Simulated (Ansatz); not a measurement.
# Mo2CO2 MXene monolayer in a perpendicular field

What dipole does a perpendicular field induce in the Mo2CO2 MXene monolayer? A positive field points along +c.

Program: Ansatz 0.2.0. Level of theory: plane-wave DFT, PBE-D3(BJ), Ansatz PAW (set soft_1); PAW set soft_1. Results are calculated unless marked as measured.

This is a report of a sequence of runs, with most program output left out.

## 1. Set-up

The cell holds 5 atoms: 2 O, 2 Mo and 1 C. Cell: a = 3.025 Å, b = 3.025 Å, c = 40.019 Å, α = 90.0°, β = 90.0°, γ = 120.0°. Vacuum lies along c.

## 2. Relaxing the slab

The starting cell is a guess, so the in-plane lattice and the atoms are relaxed first, with the slab cut off from its images along the normal.

File input.yaml:

```yaml
crystal:
  lattice:
    - [3.024736, 0.0, 0.0]
    - [-1.512368, 2.6194982157, 0.0]
    - [0.0, 0.0, 40.0190393186]
  atoms:
    - { symbol: O, position: [0.3333333333, 0.6666666667, 0.443538883] }
    - { symbol: Mo, position: [0.6666666667, 0.3333333333, 0.4701771892] }
    - { symbol: C, position: [0.0, 0.0, 0.5] }
    - { symbol: Mo, position: [0.3333333333, 0.6666666667, 0.5298228108] }
    - { symbol: O, position: [0.6666666667, 0.3333333333, 0.556461117] }
  periodic: [true, true, false]
kpoints:
  mp_grid: { grid: [12, 12, 1] }
hamiltonian:
  xc: pbe
  dispersion: d3bj
  pseudopotentials: { kind: paw, azcp: { folder: soft_1 } }
scf:
  occupations: { method: fermi_dirac, width: 0.05 }
  convergence: { dr2_threshold: 1.0e-09 }
relax:
  f_tol: 0.004
  max_steps: 90
  cell: {}
output:
  write_potential: true
  write_density: true
  volumetric_format: npy
```

Run with:

```bash
> ansatz run input.yaml --threads 2 --pin off --max-ram 3072MiB --backend cpu --events-out ev --progress --plain --runs-dir out
```

The job ended after 33 s (2 threads of Intel Xeon Platinum 8559C (Emerald Rapids), shared host; peak memory 0.84 GiB).

This run has no spin polarisation, although Mo can carry a moment.

Step by step:

| step | energy less that of the first step (eV) | largest force component (eV/Å) | volume (Å³) |
| --- | --- | --- | --- |
| 1 | 0.0000 | 1.6106 | 317.08 |
| 2 | -0.1597 | 0.7268 | 326.62 |
| 3 | -0.1675 | 0.6075 | 327.76 |
| 4 | -0.1770 | 0.1185 | 326.15 |
| 5 | -0.1788 | 0.0048 | 327.26 |
| 6 | -0.1788 | 0.0003 | 327.42 |
| 7* | -0.1832 | 0.0005 | 327.42 |
| 8 | -0.1832 | 0.0000 | 327.61 |
| 9* | -0.1832 | 0.0000 | 327.61 |

Relaxation steps marked * repeat the geometry before them on a plane-wave basis chosen anew for their cell, so energy and pressure can jump there.

Forces are held to the 12 operations that the run works with; a distortion that breaks them can't arise in this run.

| cell as run | before | after | change |
| --- | --- | --- | --- |
| a (Å) | 3.025 | 3.075 | +1.6 % |
| b (Å) | 3.025 | 3.075 | +1.6 % |

The atoms that moved most (Å, along periodic axes as changes of fractional coordinates times the final cell, across vacuum about the mean position):

| atom | dx | dy | dz | length |
| --- | --- | --- | --- | --- |
| Mo2 | 0.000 | 0.000 | 0.076 | 0.076 |
| Mo4 | 0.000 | 0.000 | -0.076 | 0.076 |
| O1 | 0.000 | 0.000 | 0.018 | 0.018 |
| O5 | 0.000 | 0.000 | -0.018 | 0.018 |

The relaxed structure:

```xyz
5
Lattice="3.0746 0.0000 0.0000 -1.5373 2.6626 0.0000 0.0000 0.0000 40.0190" Properties=species:S:1:pos:R:3
O     0.0000    1.7751   17.7680
Mo    1.5373    0.8875   18.8920
C     0.0000    0.0000   20.0095
Mo    0.0000    1.7751   21.1270
O     1.5373    0.8875   22.2511
```

This step gave:

- energy at zero smearing: -11298.6889 eV

The lattice constant a goes from 3.025 to 3.075 Å.

## 3. Atoms held, field 0

A sawtooth potential applies the field, turning back in the middle of the vacuum. With the dipole correction the typed value is the field outside the slab. The induced dipole is small, so the SCF threshold is tight.

The cell differs from the one that the last finished run ended in (c 40.019 → 22.483 Å).

File input.yaml:

```yaml
crystal:
  lattice:
    - [3.0745543867, 0.0, 0.0]
    - [-1.5372771933, 2.6626422042, 0.0]
    - [0.0, 0.0, 22.4831007007]
  atoms:
    - { symbol: O, position: [0.3333333333, 0.6666666667, 0.4003006578] }
    - { symbol: Mo, position: [0.6666666667, 0.3333333333, 0.4502952556] }
    - { symbol: C, position: [0.0, 0.0, 0.5] }
    - { symbol: Mo, position: [0.3333333333, 0.6666666667, 0.5497047444] }
    - { symbol: O, position: [0.6666666667, 0.3333333333, 0.5996993422] }
kpoints:
  mp_grid: { grid: [18, 18, 1] }
  band_path:
    path: [[0, 0, 0], [0.5, 0, 0], [0.33333333, 0.33333333, 0], [0, 0, 0]]
    npoints: 16
hamiltonian:
  xc: pbe
  dispersion: d3bj
  pseudopotentials: { kind: paw, azcp: { folder: soft_1 } }
scf:
  occupations: { method: fermi_dirac, width: 0.02585 }
  convergence: { dr2_threshold: 1.0e-10 }
efield:
  axis: 3
  dipole_correction: true
  ramp_position: 0.97
  ramp_width: 0.06
  amplitude: 0
output:
  dos: { projected: true, e_range: [-6, 5] }
  write_potential: true
  write_density: true
  volumetric_format: npy
  elf: true
```

The job ended after 10 s (2 threads; peak memory 0.72 GiB).

This step gave:

```
energy at zero smearing   : -11298.6901 eV
work function, upper face : 6.321 eV
dipole along the normal   : -2.26e-7 e·Å
```

Running mean over a fixed 2.7 Å (it still follows the layers) of the planar mean; the ramp of the sawtooth is left out. Table of electron's electrostatic potential energy less the Fermi level by z:

| z (Å) | electron's electrostatic potential energy less the Fermi level (eV) |
| --- | --- |
| 3 | 6.32 |
| 4 | 6.32 |
| 5 | 6.32 |
| 6 | 6.31 |
| 7 | 6.09 |
| 8 | 2.27 |
| 9 | -6.45 |
| 10 | -13.2 |
| 11 | -15.9 |
| 12 | -14.5 |
| 13 | -10.4 |
| 14 | -1.38 |
| 15 | 4.91 |
| 16 | 6.29 |
| 17 | 6.32 |
| 18 | 6.32 |
| 19 | 6.32 |

The density of states has structure finer than the step of the table below, so its rows give means over 0.2 eV, whole bins alone (the curve runs from -6 to 1.61 eV). Peaks (eV: height): -5.92: 12.5, -4.81: 9.52, -4.70: 7.29, -4.35: 10.2, -1.78: 7.18, 1.33: 16.9, 1.44: 12.5.

Table of density of states by energy, zero at the Fermi level; means over each step:

| energy (eV) | density of states (states/eV a cell) |
| --- | --- |
| -5.8 | 4.89 |
| -5.6 | 3.75 |
| -5.4 | 3.22 |
| -5.2 | 3.18 |
| -5.0 | 2.78 |
| -4.8 | 5.49 |
| -4.6 | 4.35 |
| -4.4 | 5.83 |
| -4.2 | 3.74 |
| -4.0 | 2.55 |
| -3.8 | 4.20 |
| -3.6 | 2.54 |
| -3.4 | 2.11 |
| -3.2 | 1.93 |
| -3.0 | 2.94 |
| -2.8 | 2.00 |
| -2.6 | 0.653 |
| -2.4 | 0.911 |
| -2.2 | 1.52 |
| -2.0 | 1.81 |
| -1.8 | 3.67 |
| -1.6 | 1.48 |
| -1.4 | 1.27 |
| -1.2 | 1.18 |
| -1.0 | 1.24 |
| -0.8 | 1.26 |
| -0.6 | 1.62 |
| -0.4 | 2.59 |
| -0.2 | 1.98 |
| 0.0 | 1.99 |
| 0.2 | 2.42 |
| 0.4 | 3.95 |
| 0.6 | 4.99 |
| 0.8 | 1.66 |
| 1.0 | 1.31 |
| 1.2 | 2.82 |
| 1.4 | 9.87 |

Projected DOS per atom over height of the atomic layer and energy from the Fermi level. Layers: O Mo C Mo O from below.

Values in states/eV, 22 rows by 5 columns, each cell a mean:
```
0.37 2.86 0.37 2.86 0.37
0.09 0.87 0.17 0.87 0.09
0.11 0.97 0.10 0.97 0.11
0.19 1.86 0.19 1.86 0.19
0.11 0.88 0.13 0.88 0.11
0.18 0.75 0.17 0.75 0.18
0.24 0.58 0.15 0.58 0.24
0.19 0.37 0.09 0.37 0.19
0.20 0.35 0.10 0.35 0.20
0.40 0.60 0.13 0.60 0.40
0.50 0.49 0.10 0.49 0.50
0.39 0.13 0.16 0.13 0.39
0.41 0.10 0.23 0.10 0.41
0.88 0.21 0.44 0.21 0.88
0.70 0.21 0.35 0.21 0.70
1.06 0.42 0.45 0.42 1.06
0.99 0.46 0.26 0.46 0.99
1.78 0.64 0.26 0.64 1.78
1.52 0.65 0.16 0.65 1.52
0.89 0.59 0.25 0.59 0.89
0.65 0.72 0.75 0.72 0.65
1.10 1.34 0.78 1.34 1.10
```
Columns: height of the atomic layer (Å) from 9 to 13.5; rows upwards: energy from the Fermi level (eV) from -5.96 to 1.6.

The electronic bands at the labelled points (eV, zero at the Fermi level):

| point | band 19 | band 20 | band 21 | band 22 | band 23 | band 24 | band 25 | band 26 |
| --- | --- | --- | --- | --- | --- | --- | --- | --- |
| Γ | -2.34 | -2.34 | -2.27 | -2.27 | -0.62 | 0.29 | 0.29 | 1.89 |
| halfway | -3.71 | -2.87 | -2.00 | -0.67 | 0.42 | 0.75 | 1.27 | 1.80 |
| M | -3.14 | -2.79 | -2.27 | 0.31 | 0.33 | 1.23 | 1.35 | 1.83 |
| halfway | -4.01 | -3.15 | -1.52 | 0.08 | 0.09 | 1.34 | 1.44 | 1.98 |
| K | -4.04 | -4.04 | -0.60 | -0.46 | -0.46 | 1.49 | 1.49 | 2.11 |
| halfway | -3.81 | -3.04 | -1.60 | -0.86 | 0.65 | 1.06 | 1.35 | 1.74 |
| Γ | -2.34 | -2.34 | -2.27 | -2.27 | -0.62 | 0.29 | 0.29 | 1.89 |

ELF in the ca plane at fractional y = 0.333, with atoms of Mo and O within 0.2 Å of it. It is the smooth field of the valence electrons, not physical close to the nuclei.

Ten even steps from '0' (0.00) to '9' (0.83), each cell a mean:
```
00000000000000000002223664343214898631000000
00000000000000000000137887322138889962000000
00000000000000000000148658421148659973100000
00000000000000000000127887322137999962000000
00000000000000000012323553343213788631000000
00000000000000000135653124663332222100000000
00000000000000000136764236763343100000000000
00000000000000000125652123663221233100000000
```
Columns run along c (16.0 Å, from fractional 0.07 to 0.78 of the cell), rows up along a (3.1 Å). Atoms in or near the plane, at fractional coordinates: Mo at (0.45, 0.67), O at (0.60, 0.67).

Valence density in the ca plane at fractional y = 0.333, with atoms of Mo and O within 0.2 Å of it. It is the smooth field of the valence electrons, not physical close to the nuclei.

Ten steps, logarithmic in the rise over the least value, from '0' (0.0 e/Å³) to '9' (7.4 e/Å³), each cell a mean:
```
00000000000000000001235776443334554210000000
00000000000000000001247998533236887410000000
00000000000000000001258998632236998520000000
00000000000000000001247998533335887410000000
00000000000000000001235665443344554200000000
00000000000000000012343344444554321100000000
00000000000000000012443334455554311000000000
00000000000000000012333444444444332100000000
```
Columns run along c (16.0 Å, from fractional 0.07 to 0.78 of the cell), rows up along a (3.1 Å). Atoms in or near the plane, at fractional coordinates: Mo at (0.45, 0.67), O at (0.60, 0.67).

Electrostatic potential energy in the ca plane at fractional y = 0.333, with atoms of Mo and O within 0.2 Å of it. With pseudopotentials it is smooth inside the atoms' cores, unlike the true potential.

Values in eV, 5 rows by 16 columns, each cell a mean:
```
  6   6   6   6   6   6   6  -2 -37 -21  -3  -9  -8   6   6   6
  6   6   6   6   6   6   5  -7 -48 -33  -1 -21 -27   6   6   6
  6   6   6   6   6   6   6  -2 -37 -21  -3 -10  -8   6   6   6
  6   6   6   6   6   6   6   2  -6  -5 -12 -11   3   6   6   6
  6   6   6   6   6   6   6   2  -5  -4 -12 -10   3   6   6   6
```
Columns run along c (16.0 Å, from fractional 0.07 to 0.78 of the cell; values clipped at the 3rd and 97th percentile), rows up along a (3.1 Å). Atoms in or near the plane, at fractional coordinates: Mo at (0.45, 0.67), O at (0.60, 0.67).

The work function of the upper face is 6.32 eV.

## 4. Atoms held, field 0.1 V/Å

input.yaml: that of step 3 with these lines changed.

```diff
@@ -26,7 +26,6 @@
   dipole_correction: true
-  ramp_position: 0.97
-  ramp_width: 0.06
-  amplitude: 0
+  ramp_position: 0.9333
+  ramp_width: 0.1334
+  amplitude: 0.1
 output:
-  dos: { projected: true, e_range: [-6, 5] }
   write_potential: true
@@ -34,2 +33 @@
   volumetric_format: npy
-  elf: true
```

Run time: 10 s. Hardware: 2 threads; peak memory 0.62 GiB.

The dipole is 0.0248 e·Å.

## 5. Single point, field -0.1 V/Å

input.yaml: that of step 4 with these lines changed.

```diff
@@ -28,3 +28,3 @@
   ramp_width: 0.1334
-  amplitude: 0.1
+  amplitude: -0.1
 output:
```

Run time: 10 s. Hardware: 2 threads; peak memory 0.61 GiB; 20 s of CPU time.

The dipole is -0.0248 e·Å.

## 6. Response, atoms held

This step: plane-wave DFT, PBE-D3(BJ), Ansatz PAW (set soft_1); response to a field along the normal, atoms held; PAW set soft_1 (Ansatz 0.2.0).

The dipoles give the slope, and the difference of two potentials shows where the field is screened.

This step gave:

```
equivalent conductor thickness p/(ε₀AE) : 5.491 Å
distance between the outer atoms        : 4.483 Å
```

The dipole of the cell by applied field:

| applied field (V/Å) | dipole of the cell (e·Å) |
| --- | --- |
| -0.1000 | -0.0248 |
| 0.0000 | -2.3e-7 |
| 0.1000 | 0.0248 |

Local field over the applied field, running mean. From the potentials at -0.1 and 0.1 V/Å; running mean over 2.5 Å. The local field over applied field by z:

| z (Å) | local field over applied field |
| --- | --- |
| 4.5 | 1.000 |
| 5.0 | 0.999 |
| 5.5 | 0.998 |
| 6.0 | 0.993 |
| 6.5 | 0.977 |
| 7.0 | 0.928 |
| 7.5 | 0.822 |
| 8.0 | 0.670 |
| 8.5 | 0.493 |
| 9.0 | 0.320 |
| 9.5 | 0.172 |
| 10.0 | 0.0769 |
| 10.5 | 0.0289 |
| 11.0 | 0.0149 |
| 11.5 | 0.0151 |
| 12.0 | 0.0299 |
| 12.5 | 0.0791 |
| 13.0 | 0.176 |
| 13.5 | 0.325 |
| 14.0 | 0.499 |
| 14.5 | 0.676 |
| 15.0 | 0.827 |
| 15.5 | 0.931 |
| 16.0 | 0.978 |
| 16.5 | 0.993 |
| 17.0 | 0.998 |
| 17.5 | 1.000 |
| 18.0 | 1.000 |

Electrons, planar mean, per unit field. Table of induced electron density by z:

| z (Å) | induced electron density (e/Å³ per V/Å) |
| --- | --- |
| 4.5 | 5.0e-7 |
| 5.0 | 1.8e-6 |
| 5.5 | 6.7e-6 |
| 6.0 | 2.5e-5 |
| 6.5 | 9.2e-5 |
| 7.0 | 3.2e-4 |
| 7.5 | 1.0e-3 |
| 8.0 | 0.00262 |
| 8.5 | 0.00357 |
| 9.0 | 0.00180 |
| 9.5 | 8.3e-4 |
| 10.0 | 4.5e-4 |
| 10.5 | 1.3e-4 |
| 11.0 | 3.3e-4 |
| 11.5 | -3.5e-4 |
| 12.0 | -1.4e-4 |
| 12.5 | -4.2e-4 |
| 13.0 | -9.3e-4 |
| 13.5 | -0.00179 |
| 14.0 | -0.00362 |
| 14.5 | -0.00255 |
| 15.0 | -9.6e-4 |
| 15.5 | -3.0e-4 |
| 16.0 | -8.8e-5 |
| 16.5 | -2.4e-5 |
| 17.0 | -6.4e-6 |
| 17.5 | -1.7e-6 |
| 18.0 | -4.8e-7 |

By hand: between -0.1 and 0.1 V/Å the dipole changes by 0.04968 e·Å, a slope of 0.2484 e·Å²/V. A perfect conductor of thickness t has p = ε₀AEt, so t = 180.95 × 0.2484 / 8.186 = 5.49 Å (e/ε₀ = 180.95 V·Å, A in Å²).

The induced dipole is that of a conductor 5.49 Å thick.

## 7. What came out

| Item | Value |
| --- | --- |
| gap without field | none |
| work function, upper face | 6.32 eV |
| equivalent conductor thickness, atoms held | 5.49 Å |

**Reading.** The induced dipole equals that of a perfect conductor 5.49 Å thick, while the outer atoms lie 4.48 Å apart. There is no gap over 0.03 eV, with or without the field. The main runs have no spin polarisation; a magnetic state could lie lower and would change these results. Spin-orbit coupling is left out, which matters for the bands of elements this heavy. The MXene's terminations sit over the metal atoms of its far layer; the site over carbon or nitrogen, which some compounds prefer, was not run.

[Logs are printed without paths, hosts, clocks, repeated set-up lines and the standing remarks that a program may print on its own settings, such as how far it seeks lower states.]

[Hosts, paths, dates, database ids (printed as entryN), source tags and the programs' standing remarks are cut or masked in the printed files.]

[Maps of the electrostatic potential energy from Ansatz leave out the sawtooth potential of an applied field or a dipole correction, so their vacuum need not be flat; planar profiles and work functions include it.]
